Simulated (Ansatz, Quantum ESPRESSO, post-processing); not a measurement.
# Ta(110), 5 layers, one monolayer of C on longbridge sites: vacuum level and surface dipole, part 5 of 6

Wanted: work functions and the surface dipole of Ta(110), 5 layers, one monolayer of C on longbridge sites at several levels, with their cost.

Quantum ESPRESSO 7.5; plane-wave DFT, PBE, GBRV ultrasoft pseudopotentials; geometry and cross-check by Ansatz 0.2.0 with PAW datasets.

So far. Step 9 (SCF with pw.x: PBE, PseudoDojo norm-conserving): The upper face goes from 6.054 eV (PBE, GBRV) to 6.071 eV, a change of +0.017 eV, a small one, from the pseudopotentials and their cutoffs. Step 10 (SCF with pw.x: RPBE, GBRV ultrasoft): The upper face goes from 6.054 eV (PBE, GBRV) to 5.967 eV, a change of -0.087 eV.

## Step 11: SCF with pw.x: revPBE, GBRV ultrasoft

Level of this step: plane-wave DFT, revPBE, GBRV ultrasoft pseudopotentials made under PBE (Quantum ESPRESSO 7.5). input_dft overrides the functional of the files.

Input file gbrv-revpbe.in:

```
&control
  prefix = 'gbrv-revpbe'
  outdir = './out'
  pseudo_dir = './pseudo'
  calculation = 'scf'
  tprnfor = .true.
/
&system
  ibrav = 0
  nat = 6
  ntyp = 2
  ecutwfc = 40
  ecutrho = 200
  input_dft = 'revpbe'
  occupations = 'smearing'
  smearing = 'mv'
  degauss = 0.02
  assume_isolated = 'esm'
  esm_bc = 'bc1'
/
&electrons
  conv_thr = 1e-07
  mixing_beta = 0.4
  electron_maxstep = 120
  mixing_mode = 'local-TF'
/
ATOMIC_SPECIES
  Ta  180.9479  ta_pbe_v1.uspp.F.UPF
  C   12.0110  c_pbe_v1.2.uspp.F.UPF
CELL_PARAMETERS angstrom
  2.34052344570000 -1.65500000000000 0.00000000000000
  2.34052344570000 1.65500000000000 0.00000000000000
  0.00000000000000 0.00000000000000 28.36209378290000
ATOMIC_POSITIONS crystal
  Ta  0.000000000000 0.000000000000 -0.185673668559
  Ta  0.500000000000 0.500000000000 -0.103150725659
  Ta  0.000000000000 0.000000000000 -0.020627782759
  Ta  0.500000000000 0.500000000000 0.060637333227
  Ta  0.000000000000 0.000000000000 0.148076844328
  C   0.500000000000 0.500000000000 0.185673668559
K_POINTS automatic
  10 10 1 0 0 0
```

Started as:

```
> OMP_NUM_THREADS=1 mpirun -n 4 pw.x -nk 4 -in gbrv-revpbe.in > gbrv-revpbe.out
```

The program printed:

```text
[banner, memory and clock lines left out]
Program PWSCF v.7.5 starts
[citation notice left out]

[...]
Message from routine setup:
[...]
bravais-lattice index     =            0
     lattice parameter (alat)  =       5.4170  a.u.
     unit-cell volume          =    1482.7771 (a.u.)^3
     number of atoms/cell      =            6
     number of atomic types    =            2
     number of electrons       =        69.00
     number of Kohn-Sham states=           42
     kinetic-energy cutoff     =      40.0000  Ry
     charge density cutoff     =     200.0000  Ry
     scf convergence threshold =      1.0E-07
     mixing beta               =       0.4000
     number of iterations used =            8  local-TF  mixing
     Exchange-correlation= REVPBE
                           (   1   4   4   4   0   0   0)

     Effective Screening Medium Method
     Boundary Conditions: Vacuum-Slab-Vacuum
     total charge in unit cell        =   0.0000
     grid points for fit at edges     =        4

[...]
PseudoPot. # 1 for Ta read from file:
     ./pseudo/ta_pbe_v1.uspp.F.UPF
     Pseudo is Ultrasoft + core correction, Zval = 13.0
     Generated by new atomic code, or converted to UPF format
     Using radial grid of  921 points,  7 beta functions with:
                l(1) =   0
                l(2) =   0
                l(3) =   1
                l(4) =   1
                l(5) =   2
                l(6) =   2
                l(7) =   3
     Q(r) pseudized with  6 coefficients,  rinner =    1.300   1.300   1.300
                                                       1.300   1.300   1.300
                                                       1.300

     PseudoPot. # 2 for C  read from file:
     ./pseudo/c_pbe_v1.2.uspp.F.UPF
     Pseudo is Ultrasoft + core correction, Zval =  4.0
     Generated by new atomic code, or converted to UPF format
     Using radial grid of  721 points,  4 beta functions with:
                l(1) =   0
                l(2) =   0
                l(3) =   1
                l(4) =   1
     Q(r) pseudized with  8 coefficients,  rinner =    1.100   1.100   1.100

     atomic species   valence    mass     pseudopotential
     Ta               13.00   180.94790     Ta( 1.00)
     C                 4.00    12.01100     C ( 1.00)

      4 Sym. Ops. (no inversion) found

[...]
number of k points=    31  Marzari-Vanderbilt smearing, width (Ry)=  0.0200
[...]
Dense  grid:    70741 G-vectors     FFT dimensions: (  25,  25, 243)

     Smooth grid:    50599 G-vectors     FFT dimensions: (  24,  24, 216)

     Initial potential from superposition of free atoms

     starting charge      68.9944, renormalised to      69.0000

     negative rho (up, down):  4.682E-01 0.000E+00
     Starting wfcs are   69 randomized atomic wfcs

     per-process dynamical memory:   104.5 Mb

     Self-consistent Calculation

     iteration #  1     ecut=    40.00 Ry     beta= 0.40
     Davidson diagonalization with overlap
     ethr =  1.00E-02,  avg # of iterations =  1.2

     negative rho (up, down):  4.731E-01 0.000E+00

     total energy              =    -720.67505495 Ry
     estimated scf accuracy    <       5.70487827 Ry

     iteration #  2     ecut=    40.00 Ry     beta= 0.40
[...]
negative rho (up, down):  4.780E-01 0.000E+00

[...]
total energy              =    -720.73894912 Ry
     estimated scf accuracy    <       0.71907937 Ry

     iteration #  3     ecut=    40.00 Ry     beta= 0.40
[...]
negative rho (up, down):  4.824E-01 0.000E+00

[...]
total energy              =    -720.78135876 Ry
     estimated scf accuracy    <       0.23498824 Ry

     iteration #  4     ecut=    40.00 Ry     beta= 0.40
[...]
negative rho (up, down):  4.835E-01 0.000E+00

[...]
total energy              =    -720.83718006 Ry
     estimated scf accuracy    <       0.08717602 Ry

     iteration #  5     ecut=    40.00 Ry     beta= 0.40
[...]
negative rho (up, down):  4.866E-01 0.000E+00

[...]
total energy              =    -720.83875824 Ry
     estimated scf accuracy    <       0.05683860 Ry

     iteration #  6     ecut=    40.00 Ry     beta= 0.40
[...]
negative rho (up, down):  4.888E-01 0.000E+00

[...]
total energy              =    -720.84308637 Ry
     estimated scf accuracy    <       0.04318901 Ry

[...]
iteration # 26     ecut=    40.00 Ry     beta= 0.40
[...]
c_bands:  1 eigenvalues not converged
[...]
negative rho (up, down):  4.914E-01 0.000E+00

[...]
total energy              =    -720.84611990 Ry
     estimated scf accuracy    <       0.00000105 Ry

     iteration # 27     ecut=    40.00 Ry     beta= 0.40
[...]
c_bands:  2 eigenvalues not converged
[...]
negative rho (up, down):  4.913E-01 0.000E+00

[...]
total energy              =    -720.84610178 Ry
     estimated scf accuracy    <       0.00000354 Ry

     iteration # 28     ecut=    40.00 Ry     beta= 0.40
[...]
negative rho (up, down):  4.913E-01 0.000E+00

[...]
total energy              =    -720.84609206 Ry
     estimated scf accuracy    <       0.00000025 Ry

     iteration # 29     ecut=    40.00 Ry     beta= 0.40
[...]
negative rho (up, down):  4.913E-01 0.000E+00

[...]
End of self-consistent calculation

          k = 0.0000 0.0000 0.0000 (  6413 PWs)   bands (ev):

   -72.9912 -72.9465 -72.7253 -72.6239 -72.5327 -39.7646 -39.6787 -39.4041
   -39.2523 -39.0962 -39.0889 -39.0616 -38.8889 -38.8731 -38.7529 -38.6943
   -38.6315 -38.5973 -38.5839 -38.5212 -17.0878 -12.8807 -11.8171 -10.5553
    -9.8836  -9.8265  -7.1957  -6.9610  -6.6932  -6.4966  -6.2267  -5.6538
    -5.5433  -5.1149  -4.8929  -4.7804  -4.5530  -4.2437  -4.2385  -3.6039
    -3.0198  -2.1112

          k = 0.0612 0.0866 0.0000 (  6393 PWs)   bands (ev):

   -72.9858 -72.9407 -72.7196 -72.6181 -72.5287 -39.7389 -39.6639 -39.4147
   -39.3056 -39.1636 -39.1016 -39.0815 -38.9172 -38.9113 -38.8203 -38.6761
   -38.6712 -38.6480 -38.6150 -38.5522 -16.8613 -12.5715 -11.5467 -10.2980
    -9.6817  -9.5108  -7.5414  -7.0967  -6.6958  -6.3307  -6.2299  -5.7493
    -5.5713  -5.3696  -5.0283  -4.9076  -4.6587  -4.5659  -4.1015  -3.0029
    -2.7319  -2.3145

[...]
the Fermi energy is    -5.3652 ev

!    total energy              =    -720.84609154 Ry
     estimated scf accuracy    <       0.00000006 Ry
     smearing contrib. (-TS)   =       0.00278973 Ry
     internal energy E=F+TS    =    -720.84888126 Ry

     The total energy is F=E-TS. E is the sum of the following terms:
     one-electron contribution =   16620.40806844 Ry
     hartree contribution      =   -8335.04124824 Ry
     xc contribution           =    -214.93337439 Ry
     ewald contribution        =   -8791.28232707 Ry

     convergence has been achieved in  29 iterations

     negative rho (up, down):  4.913E-01 0.000E+00

     Forces acting on atoms (cartesian axes, Ry/au):

     atom    1 type  1   force =     0.00000000    0.00000000    0.01402322
     atom    2 type  1   force =     0.00000000    0.00000000   -0.02088057
     atom    3 type  1   force =     0.00000000    0.00000000    0.00366581
     atom    4 type  1   force =     0.00000000    0.00000000   -0.00087862
     atom    5 type  1   force =     0.00000000    0.00000000    0.00123827
     atom    6 type  2   force =     0.00000000    0.00000000    0.00282697

     Total force =     0.025620     Total SCF correction =     0.001378

[...]
```

Run time: 1.9 min. Hardware: 4 MPI ranks of Intel Xeon Platinum 8488C (Sapphire Rapids), shared host; peak memory 0.92 GiB.

Numbers from this step:

- free energy: -9807.6107 eV
- Fermi energy: -5.365 eV
- vacuum line at the lower end of the cell, over the Fermi level: 4.759 eV
- vacuum line at the upper end of the cell, over the Fermi level: 5.971 eV

The potential energy, planar mean oscillates, so the rows of the table below give means over windows of 2.34 Å about each position, cut where the curve ends. Its maxima inside the range that stand out by 2 % of the span (Å: eV): -4.1: -1.30, -1.8: -1.36, 0.6: -1.64, 2.9: -0.885. Its minima: -5.5: -7.96, -2.9: -7.77, -0.6: -7.72, 1.9: -7.73, 5.0: -11.6.

Electrostatic potential energy of an electron; zero at the Fermi level. Potential energy, planar mean against z; means over each step:

```csv
z (Å),"potential energy, planar mean (eV)"
-12.95,4.76
-10.61,4.76
-8.27,4.57
-5.93,-3.72
-3.59,-5.40
-1.25,-5.41
1.09,-5.54
3.43,-5.52
5.77,-2.07
8.11,5.95
10.45,5.97
12.79,5.97
```

The upper face goes from 6.054 eV (PBE, GBRV) to 5.971 eV, a change of -0.083 eV.

## Step 12: Self-consistent run: no dipole correction

What happens without any correction? The same slab is run as a plain periodic cell.

Level of this step: plane-wave DFT, PBE, GBRV ultrasoft pseudopotentials (Quantum ESPRESSO 7.5).

Input file nodip.in:

```
&control
  prefix = 'nodip'
  outdir = './out'
  pseudo_dir = './pseudo'
  calculation = 'scf'
  tprnfor = .true.
/
&system
  ibrav = 0
  nat = 6
  ntyp = 2
  ecutwfc = 40
  ecutrho = 200
  occupations = 'smearing'
  smearing = 'mv'
  degauss = 0.02
/
&electrons
  conv_thr = 1e-07
  mixing_beta = 0.4
  electron_maxstep = 120
  mixing_mode = 'local-TF'
/
ATOMIC_SPECIES
  Ta  180.9479  ta_pbe_v1.uspp.F.UPF
  C   12.0110  c_pbe_v1.2.uspp.F.UPF
CELL_PARAMETERS angstrom
  2.34052344570000 -1.65500000000000 0.00000000000000
  2.34052344570000 1.65500000000000 0.00000000000000
  0.00000000000000 0.00000000000000 28.36209378290000
ATOMIC_POSITIONS crystal
  Ta  0.000000000000 0.000000000000 0.292644120800
  Ta  0.500000000000 0.500000000000 0.375167063700
  Ta  0.000000000000 0.000000000000 0.457690006600
  Ta  0.500000000000 0.500000000000 0.538955122587
  Ta  0.000000000000 0.000000000000 0.626394633687
  C   0.500000000000 0.500000000000 0.663991457919
K_POINTS automatic
  10 10 1 0 0 0
```

Started as:

```
> OMP_NUM_THREADS=1 mpirun -n 4 pw.x -nk 4 -in nodip.in > nodip.out
```

The program printed:

```text
[banner, memory and clock lines left out]
Program PWSCF v.7.5 starts
[citation notice left out]

[...]
Message from routine setup:
[...]
bravais-lattice index     =            0
     lattice parameter (alat)  =       5.4170  a.u.
     unit-cell volume          =    1482.7771 (a.u.)^3
     number of atoms/cell      =            6
     number of atomic types    =            2
     number of electrons       =        69.00
     number of Kohn-Sham states=           42
     kinetic-energy cutoff     =      40.0000  Ry
     charge density cutoff     =     200.0000  Ry
     scf convergence threshold =      1.0E-07
     mixing beta               =       0.4000
     number of iterations used =            8  local-TF  mixing
     Exchange-correlation= SLA  PW   PBE  PBE
                           (   1   4   3   4   0   0   0)

[...]
PseudoPot. # 1 for Ta read from file:
     ./pseudo/ta_pbe_v1.uspp.F.UPF
     Pseudo is Ultrasoft + core correction, Zval = 13.0
     Generated by new atomic code, or converted to UPF format
     Using radial grid of  921 points,  7 beta functions with:
                l(1) =   0
                l(2) =   0
                l(3) =   1
                l(4) =   1
                l(5) =   2
                l(6) =   2
                l(7) =   3
     Q(r) pseudized with  6 coefficients,  rinner =    1.300   1.300   1.300
                                                       1.300   1.300   1.300
                                                       1.300

     PseudoPot. # 2 for C  read from file:
     ./pseudo/c_pbe_v1.2.uspp.F.UPF
     Pseudo is Ultrasoft + core correction, Zval =  4.0
     Generated by new atomic code, or converted to UPF format
     Using radial grid of  721 points,  4 beta functions with:
                l(1) =   0
                l(2) =   0
                l(3) =   1
                l(4) =   1
     Q(r) pseudized with  8 coefficients,  rinner =    1.100   1.100   1.100

     atomic species   valence    mass     pseudopotential
     Ta               13.00   180.94790     Ta( 1.00)
     C                 4.00    12.01100     C ( 1.00)

      4 Sym. Ops. (no inversion) found

[...]
number of k points=    31  Marzari-Vanderbilt smearing, width (Ry)=  0.0200
[...]
Dense  grid:    70741 G-vectors     FFT dimensions: (  25,  25, 243)

     Smooth grid:    50599 G-vectors     FFT dimensions: (  24,  24, 216)

     Initial potential from superposition of free atoms

     starting charge      68.9944, renormalised to      69.0000

     negative rho (up, down):  4.673E-01 0.000E+00
     Starting wfcs are   69 randomized atomic wfcs

     per-process dynamical memory:   102.7 Mb

     Self-consistent Calculation

     iteration #  1     ecut=    40.00 Ry     beta= 0.40
     Davidson diagonalization with overlap
     ethr =  1.00E-02,  avg # of iterations =  2.0

     negative rho (up, down):  4.705E-01 0.000E+00

     total energy              =    -720.62548952 Ry
     estimated scf accuracy    <       5.86852911 Ry

     iteration #  2     ecut=    40.00 Ry     beta= 0.40
[...]
negative rho (up, down):  4.748E-01 0.000E+00

[...]
total energy              =    -720.63950094 Ry
     estimated scf accuracy    <       0.75940837 Ry

     iteration #  3     ecut=    40.00 Ry     beta= 0.40
[...]
negative rho (up, down):  4.802E-01 0.000E+00

[...]
total energy              =    -720.63746920 Ry
     estimated scf accuracy    <       0.14346293 Ry

     iteration #  4     ecut=    40.00 Ry     beta= 0.40
[...]
negative rho (up, down):  4.846E-01 0.000E+00

[...]
total energy              =    -720.63969250 Ry
     estimated scf accuracy    <       0.04776173 Ry

     iteration #  5     ecut=    40.00 Ry     beta= 0.40
[...]
negative rho (up, down):  4.883E-01 0.000E+00

[...]
total energy              =    -720.64060820 Ry
     estimated scf accuracy    <       0.02171826 Ry

     iteration #  6     ecut=    40.00 Ry     beta= 0.40
[...]
negative rho (up, down):  4.892E-01 0.000E+00

[...]
total energy              =    -720.64019468 Ry
     estimated scf accuracy    <       0.00783458 Ry

[...]
iteration # 17     ecut=    40.00 Ry     beta= 0.40
[...]
negative rho (up, down):  4.887E-01 0.000E+00

[...]
total energy              =    -720.63907008 Ry
     estimated scf accuracy    <       0.00000333 Ry

     iteration # 18     ecut=    40.00 Ry     beta= 0.40
[...]
negative rho (up, down):  4.886E-01 0.000E+00

[...]
total energy              =    -720.63907048 Ry
     estimated scf accuracy    <       0.00000034 Ry

     iteration # 19     ecut=    40.00 Ry     beta= 0.40
[...]
negative rho (up, down):  4.887E-01 0.000E+00

[...]
total energy              =    -720.63907049 Ry
     estimated scf accuracy    <       0.00000020 Ry

     iteration # 20     ecut=    40.00 Ry     beta= 0.40
[...]
negative rho (up, down):  4.887E-01 0.000E+00

[...]
End of self-consistent calculation

          k = 0.0000 0.0000 0.0000 (  6413 PWs)   bands (ev):

   -62.5377 -62.4953 -62.2720 -62.1726 -62.0818 -29.3340 -29.2476 -28.9739
   -28.8254 -28.6638 -28.6559 -28.6278 -28.4567 -28.4376 -28.3203 -28.2621
   -28.1973 -28.1639 -28.1517 -28.0891  -6.7000  -2.4896  -1.4241  -0.1633
     0.4899   0.5550   3.1918   3.4121   3.6827   3.8884   4.1498   4.7328
     4.8336   5.2724   5.4814   5.5963   5.8339   6.1316   6.1572   6.7883
     7.3577   8.2605

          k = 0.0612 0.0866 0.0000 (  6393 PWs)   bands (ev):

   -62.5323 -62.4895 -62.2663 -62.1667 -62.0777 -29.3078 -29.2329 -28.9849
   -28.8785 -28.7313 -28.6684 -28.6490 -28.4841 -28.4769 -28.3881 -28.2426
   -28.2387 -28.2152 -28.1825 -28.1202  -6.4728  -2.1798  -1.1532   0.0943
     0.6917   0.8739   2.8388   3.2791   3.6827   4.0547   4.1503   4.6378
     4.8077   5.0131   5.3470   5.4829   5.7328   5.8092   6.2747   7.3812
     7.6477   8.0575

[...]
the Fermi energy is     5.0216 ev

!    total energy              =    -720.63907050 Ry
     estimated scf accuracy    <       0.00000004 Ry
     smearing contrib. (-TS)   =       0.00274830 Ry
     internal energy E=F+TS    =    -720.64181880 Ry

     The total energy is F=E-TS. E is the sum of the following terms:
     one-electron contribution =   -6305.07463131 Ry
     hartree contribution      =    3154.14355992 Ry
     xc contribution           =    -214.69043241 Ry
     ewald contribution        =    2644.97968500 Ry

     convergence has been achieved in  20 iterations

     negative rho (up, down):  4.887E-01 0.000E+00

     Forces acting on atoms (cartesian axes, Ry/au):

     atom    1 type  1   force =     0.00000000    0.00000000    0.01860959
     atom    2 type  1   force =     0.00000000    0.00000000   -0.02090533
     atom    3 type  1   force =     0.00000000    0.00000000    0.00391997
     atom    4 type  1   force =     0.00000000    0.00000000   -0.00154523
     atom    5 type  1   force =     0.00000000    0.00000000   -0.00051039
     atom    6 type  2   force =     0.00000000    0.00000000    0.00043139

     Total force =     0.028312     Total SCF correction =     0.000698

[...]
```

The job ended after 70 s (4 MPI ranks; peak memory 0.85 GiB).

## Step 13: Electrostatic potential

Input file nodip.pot.in:

```
&inputpp
  prefix = 'nodip'
  outdir = './out'
  filplot = 'nodip.pot.dat'
  plot_num = 11
/
```

Started as:

```
> OMP_NUM_THREADS=1 mpirun -n 4 pp.x -in nodip.pot.in > nodip.pot.out
```

The job ended after 1.2 s (4 MPI ranks; peak memory 0.14 GiB; 3.9 s of CPU time).

The potential energy, planar mean oscillates, so the rows of the table below give means over windows of 2.33 Å about each position, cut where the curve ends. Its maxima inside the range that stand out by 2 % of the span (Å: eV): 9.5: -1.25, 11.8: -1.31, 14.1: -1.57, 16.5: -0.857, 21.0: 5.93. Its minima: 8.1: -7.90, 10.6: -7.70, 13.0: -7.66, 15.4: -7.66, 18.7: -11.6.

Electrostatic potential energy of an electron; zero at the Fermi level. Table of potential energy, planar mean by z; means over each step:

```csv
z (Å),"potential energy, planar mean (eV)"
1.17,5.26
3.50,5.07
5.83,4.26
8.16,-5.28
10.48,-5.36
12.82,-5.36
15.14,-5.41
17.48,-6.75
19.80,1.29
22.13,5.86
24.46,5.68
26.80,5.49
```

The vacuum now slopes by 82 meV/Å: the images' field stands in it, and it also polarises the slab.

## Step 14: All levels side by side

All levels:

```csv
level,upper face (eV),lower face (eV),dipole (e Å),CPU time (s)
"QE PBE GBRV, sawtooth",6.07,4.845,-0.05242,518.5
"QE PBE GBRV, ESM bc1",6.054,4.857,-,559.4
"QE PBE PseudoDojo norm-conserving, ESM bc1",6.071,4.842,-,1453
"QE RPBE GBRV ultrasoft, ESM bc1",5.967,4.752,-,535.3
"QE revPBE GBRV ultrasoft, ESM bc1",5.971,4.759,-,462.6
"QE PBE GBRV, periodic uncorrected (sloping vacuum, so no single level)",5.64,5.154,-,277.7
"Ansatz PBE PAW, sawtooth (time of the whole relaxation)",6.07,4.799,-0.05445,138.3
```

The times are CPU seconds on a shared host; the codes use unlike cutoffs, datasets and smearings, so their times compare unlike work.

[end of part 5 of 6]

[Logs are printed without paths, hosts, clocks, repeated set-up lines and the standing remarks that a program may print on its own settings, such as how far it seeks lower states.]

[Hosts, paths, dates, database ids (printed as entryN), source tags and the programs' standing remarks are cut or masked in the printed files.]

[Maps of the electrostatic potential energy from Ansatz leave out the sawtooth potential of an applied field or a dipole correction, so their vacuum need not be flat; planar profiles and work functions include it.]
